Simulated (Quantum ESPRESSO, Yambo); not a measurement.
# Gap slopes of CdF2 (Fm-3m) from G0W0 (hydrostatic strain), part 2 of 2

Does PBE give the same change of gap under hydrostatic strain as G0W0? The case is CdF2 (Fm-3m).

Quantum ESPRESSO 7.5 and Yambo 5.3.0; PBE and many-body steps on it, plane waves. Known limits of the many-body steps: not at the basis limit; d shell near the gap, gap tends to lie low; no spin-orbit coupling; coarse k mesh.

So far. Step 6 (G0W0, strain -1 %): The gap on the mesh goes from 3.24 eV to 5.53 eV, a correction of +2.30 eV.

### 7. G0W0, strain +1 %

Level of this step: G0W0 on PBE, plane waves, norm-conserving pseudopotentials (Yambo).

The cell differs from the one that the last finished run ended in (a 3.772 → 3.848 Å, b 3.772 → 3.848 Å, c 3.772 → 3.848 Å).

Contents of gw3.in:

```
HF_and_locXC
gw0
dyson
ppa
em1d
rim_cut
RandQpts= 1000000
RandGvec= 1 RL
EXXRLvcs= 94 Ry
VXCRLvcs= 376 Ry
Chimod= "HARTREE"
% BndsRnXp
 1 | 180 |
%
NGsBlkXp= 339 RL
% LongDrXp
 1 | 1 | 1 |
%
% GbndRnge
 1 | 180 |
%
DysSolver= "n"
ExtendOut
PPAPntXp= 27.21138 eV
% QPkrange
 8 | 8 | 16 | 19 |
 1 | 1 | 16 | 19 |
%
```

Run with:

```console
$ OMP_NUM_THREADS=1 mpirun -n 8 yambo -F gw3.in -J gw3 -C gw3 > gw3.log
```

What it wrote:

```text
 Yambo, version 5.3.0

 [02] CORE Variables Setup
 =========================

  [... cell, symmetries and grids as in the set-up ...]

  [02.05] Energies & Occupations
  ==============================

  [X] === General ===
  [X] Electronic Temperature                        :  0.000000  0.000000 [eV K]
  [X] Bosonic    Temperature                        :  0.000000  0.000000 [eV K]
  [X] Finite Temperature mode                       : no
  [X] El. density                                   :  0.84390E+24 [cm-3]
[...]
QP @ state[ 1 ] b range                          :  16  19
   QP @ state[ 2 ] K range                          :   8   8
   QP @ state[ 2 ] b range                          :  16  19
   GF energies kind                                 : Perdew, Burke & Ernzerhof(X)+Perdew, Burke & Ernzerhof(C)
   GF WF`s kind                                     : Perdew, Burke & Ernzerhof(X)+Perdew, Burke & Ernzerhof(C)
   Xs energies kind                                 : Perdew, Burke & Ernzerhof(X)+Perdew, Burke & Ernzerhof(C)
   Xs WF`s kind                                     : Perdew, Burke & Ernzerhof(X)+Perdew, Burke & Ernzerhof(C)

 [11] Game Over & Game summary
```

Wall time 2.5 min (8 MPI ranks of Arm Neoverse V2, shared host); peak memory 3.6 GiB.

Numbers from this step:

| Item | Value |
| --- | --- |
| G0W0 gap on the points computed | 5.229 eV |
| starting gap on the mesh | 3.015 eV |
| k of the valence top | 0.25, -0.5, -0.25 |
| k of the conduction bottom | 0, 0, 0 |
| least direct G0W0 gap on the computed points | 6.022 eV |

The gap on the mesh goes from 3.01 eV to 5.23 eV, a correction of +2.21 eV.

Again on this cell's own states.

### 8. G0W0, strain -2 %

The cell differs from the one that the last finished run ended in (a 3.848 → 3.734 Å, b 3.848 → 3.734 Å, c 3.848 → 3.734 Å).

gw4.in is the same as gw3.in of step 7.

Run with:

```console
$ OMP_NUM_THREADS=1 mpirun -n 8 yambo -F gw4.in -J gw4 -C gw4 > gw4.log
```

What it wrote:

```text
 Yambo, version 5.3.0

 [02] CORE Variables Setup
 =========================

  [... cell, symmetries and grids as in the set-up ...]

  [02.05] Energies & Occupations
  ==============================

  [X] === General ===
  [X] Electronic Temperature                        :  0.000000  0.000000 [eV K]
  [X] Bosonic    Temperature                        :  0.000000  0.000000 [eV K]
  [X] Finite Temperature mode                       : no
  [X] El. density                                   :  0.92380E+24 [cm-3]
[...]
QP @ state[ 1 ] b range                          :  16  19
   QP @ state[ 2 ] K range                          :   8   8
   QP @ state[ 2 ] b range                          :  16  19
   GF energies kind                                 : Perdew, Burke & Ernzerhof(X)+Perdew, Burke & Ernzerhof(C)
   GF WF`s kind                                     : Perdew, Burke & Ernzerhof(X)+Perdew, Burke & Ernzerhof(C)
   Xs energies kind                                 : Perdew, Burke & Ernzerhof(X)+Perdew, Burke & Ernzerhof(C)
   Xs WF`s kind                                     : Perdew, Burke & Ernzerhof(X)+Perdew, Burke & Ernzerhof(C)

 [11] Game Over & Game summary
```

Wall time 2.6 min (8 MPI ranks); peak memory 3.5 GiB.

This step gave:

```
G0W0 gap on the points computed              : 5.694 eV
starting gap on the mesh                     : 3.349 eV
k of the valence top                         : 0.25, -0.5, -0.25
k of the conduction bottom                   : 0, 0, 0
least direct G0W0 gap on the computed points : 6.376 eV
```

The gap on the mesh goes from 3.35 eV to 5.69 eV, a correction of +2.35 eV.

Again on this cell's own states.

### 9. G0W0, strain +2 %

The cell differs from the one that the last finished run ended in (a 3.734 → 3.886 Å, b 3.734 → 3.886 Å, c 3.734 → 3.886 Å).

gw5.in is the same as gw4.in of step 8.

Run with:

```console
$ OMP_NUM_THREADS=1 mpirun -n 8 yambo -F gw5.in -J gw5 -C gw5 > gw5.log
```

What it wrote:

```text
 Yambo, version 5.3.0

 [02] CORE Variables Setup
 =========================

  [... cell, symmetries and grids as in the set-up ...]

  [02.05] Energies & Occupations
  ==============================

  [X] === General ===
  [X] Electronic Temperature                        :  0.000000  0.000000 [eV K]
  [X] Bosonic    Temperature                        :  0.000000  0.000000 [eV K]
  [X] Finite Temperature mode                       : no
  [X] El. density                                   :  0.81932E+24 [cm-3]
[...]
QP @ state[ 1 ] b range                          :  16  19
   QP @ state[ 2 ] K range                          :   8   8
   QP @ state[ 2 ] b range                          :  16  19
   GF energies kind                                 : Perdew, Burke & Ernzerhof(X)+Perdew, Burke & Ernzerhof(C)
   GF WF`s kind                                     : Perdew, Burke & Ernzerhof(X)+Perdew, Burke & Ernzerhof(C)
   Xs energies kind                                 : Perdew, Burke & Ernzerhof(X)+Perdew, Burke & Ernzerhof(C)
   Xs WF`s kind                                     : Perdew, Burke & Ernzerhof(X)+Perdew, Burke & Ernzerhof(C)

 [11] Game Over & Game summary
```

Elapsed: 2.3 min, on 8 MPI ranks; peak memory 3.7 GiB.

This step gave:

```
G0W0 gap on the points computed              : 5.079 eV
starting gap on the mesh                     : 2.907 eV
k of the valence top                         : 0.25, -0.5, -0.25
k of the conduction bottom                   : 0, 0, 0
least direct G0W0 gap on the computed points : 5.897 eV
```

The gap on the mesh goes from 2.91 eV to 5.08 eV, a correction of +2.17 eV.

Again on this cell's own states.

### 10. The series

One mesh (4×4×4), Godby-Needs plasmon pole, 180 bands in every cell; hydrostatic strain per length. Fractional positions are the same in all cells.

| strain (%) | PBE gap (eV) | G0W0 gap (eV) | least direct G0W0 gap (eV) | G0W0 edges |
| --- | --- | --- | --- | --- |
| -2 | 3.349 | 5.694 | 6.376 | (0.250, -0.500, -0.250) to Γ |
| -1 | 3.235 | 5.533 | 6.258 | (0.250, -0.500, -0.250) to Γ |
| +0 | 3.124 | 5.387 | 6.148 | (0.250, -0.500, -0.250) to Γ |
| +1 | 3.015 | 5.229 | 6.022 | (0.250, -0.500, -0.250) to Γ |
| +2 | 2.907 | 5.079 | 5.897 | (0.250, -0.500, -0.250) to Γ |

### 11. Outcome

* slope under compression: −112 (PBE) and −154 (G0W0) meV per %
* slope under tension: −108 (PBE) and −154 (G0W0) meV per %
* GW settings, unstrained cell: 4×4×4 mesh, 180 bands
* known limits: not at the basis limit; d shell near the gap, gap tends to lie low; no spin-orbit coupling; coarse k mesh

In words: On the side of compression the slopes of gap against strain are −112 (PBE) and −154 (G0W0) meV per %. On the side of tension the slopes of gap against strain are −108 (PBE) and −154 (G0W0) meV per %. One line through all points gives volume deformation potentials of -3.68 eV (PBE) and -5.11 eV (G0W0). Gaps are read on the mesh, so a valley between its points is missed. Bands and cutoff are finite, so the gap is not at the basis limit. The miss can reach some tenths of an eV and take either sign; the mesh is an error of its own. In the G0W0 run levels were corrected at 2 k points alone, so a gap called «on the mesh» is the least over those, and an edge elsewhere would be missed. The 4×4×4 mesh is coarse for this cell, which bears on the long-range parts of exchange and screening. A d shell, filled or nearly so, lies near the gap. One-shot GW converges very slowly in bands there, not always from below, and on a semilocal start the gap tends to come out low; starts rich in exact exchange can overshoot instead. The many-body steps are scalar-relativistic: spin-orbit coupling is not in them.

[Paths, hosts, dates, memory and timing lines, banners, echoed tables and standing remarks are left out of the program output.]

[Logs are printed without paths, hosts, clocks, repeated set-up lines and the standing remarks that a program may print on its own settings, such as how far it seeks lower states.]

[Runs of the session that timed out or met a known fault of the program may be left out.]

[Hosts, paths, dates, database ids (printed as entryN), source tags and the programs' standing remarks are cut or masked in the printed files.]
